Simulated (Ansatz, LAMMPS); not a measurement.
# What went wrong? ionic liquid BMIM+ Br- with water at 350 K (148 atoms)

Program: Ansatz 0.2.0. The cell: 40 C, 10 N, 87 H, 6 O and 5 Br.

Contents of input.yaml:

```yaml
crystal:
  lattice:
    - [11.67513, 0.0, 0.0]
    - [0.0, 11.67513, 0.0]
    - [0.0, 0.0, 11.67513]
  atoms:
    - { symbol: C, position: [0.70812, 0.20958, 0.88557] }
    - { symbol: C, position: [0.65916, 0.25202, 0.99812] }
    - { symbol: C, position: [0.53636, 0.22493, 0.98955] }
    - { symbol: C, position: [0.47961, 0.23179, 0.09902] }
    - { symbol: "N", position: [0.50483, 0.33567, 0.15152] }
    - { symbol: C, position: [0.53086, 0.35952, 0.26575] }
    - { symbol: C, position: [0.53847, 0.47489, 0.27872] }
    - { symbol: "N", position: [0.51435, 0.52422, 0.17014] }
    - { symbol: C, position: [0.52232, 0.64028, 0.13844] }
    - { symbol: C, position: [0.48575, 0.43627, 0.09696] }
    - { symbol: H, position: [0.66381, 0.25445, 0.81919] }
    - { symbol: H, position: [0.80274, 0.21172, 0.8799] }
    - { symbol: H, position: [0.68508, 0.11715, 0.87053] }
    - { symbol: H, position: [0.69406, 0.2019, 0.0724] }
    - { symbol: H, position: [0.67152, 0.3427, 0.00667] }
    - { symbol: H, position: [0.50659, 0.28056, 0.9259] }
    - { symbol: H, position: [0.52084, 0.138, 0.96162] }
    - { symbol: H, position: [0.51228, 0.15979, 0.14985] }
    [... 124 atom lines left out ...]
    - { symbol: H, position: [0.48378, 0.56126, 0.80065] }
    - { symbol: Br, position: [0.09449, 0.68802, 0.44249] }
    - { symbol: Br, position: [0.23016, 0.35835, 0.82864] }
    - { symbol: Br, position: [0.6567, 0.82314, 0.84203] }
    - { symbol: Br, position: [0.34626, 0.91043, 0.155] }
    - { symbol: Br, position: [0.59945, 0.35956, 0.57016] }
kpoints:
  mp_grid: { grid: [1, 1, 1] }
hamiltonian:
  xc: pbe
  dispersion: d3bj
  hubbard: { sites: [{ species: H, l: f, u_eff: 4.0 }] }
scf:
  occupations: { method: fixed }
  max_iter: 50
output:
  forces: true
```

The run is started by

```sh
> ansatz run input.yaml --threads 8 --pin off --max-ram 15872MiB --backend cpu --events-out ev --progress --plain --runs-dir out
```

The log of the run:

```text
Error: inconsistent input (hamiltonian.hubbard.sites[].l, hamiltonian.hubbard.sites[].shell): the file of H doesn't list 4f, and it can't be added: PBE doesn't bind the shell 4f of the free atom, whose level lies at +1.14 eV. Type an atom or ion with it (hamiltonian.pseudopotentials.projection_atoms), take another file or name another shell
```

The job ended after 0.07 s (8 threads of Intel Xeon Platinum 8488C (Sapphire Rapids), shared host; peak memory 0.096 GiB; 0.13 s of CPU time).

**Question.** What is wrong with this input, and how is it mended?

A U on a shell that isn't there: hamiltonian.hubbard.sites = [{"species": "H", "l": "f", "u_eff": 4.0}].

The fix is to take out hamiltonian.hubbard.sites.

The program refused it before any cycle.

[Logs are printed without paths, hosts, clocks, repeated set-up lines and the standing remarks that a program may print on its own settings, such as how far it seeks lower states.]

[Hosts, paths, dates, database ids (printed as entryN), source tags and the programs' standing remarks are cut or masked in the printed files.]
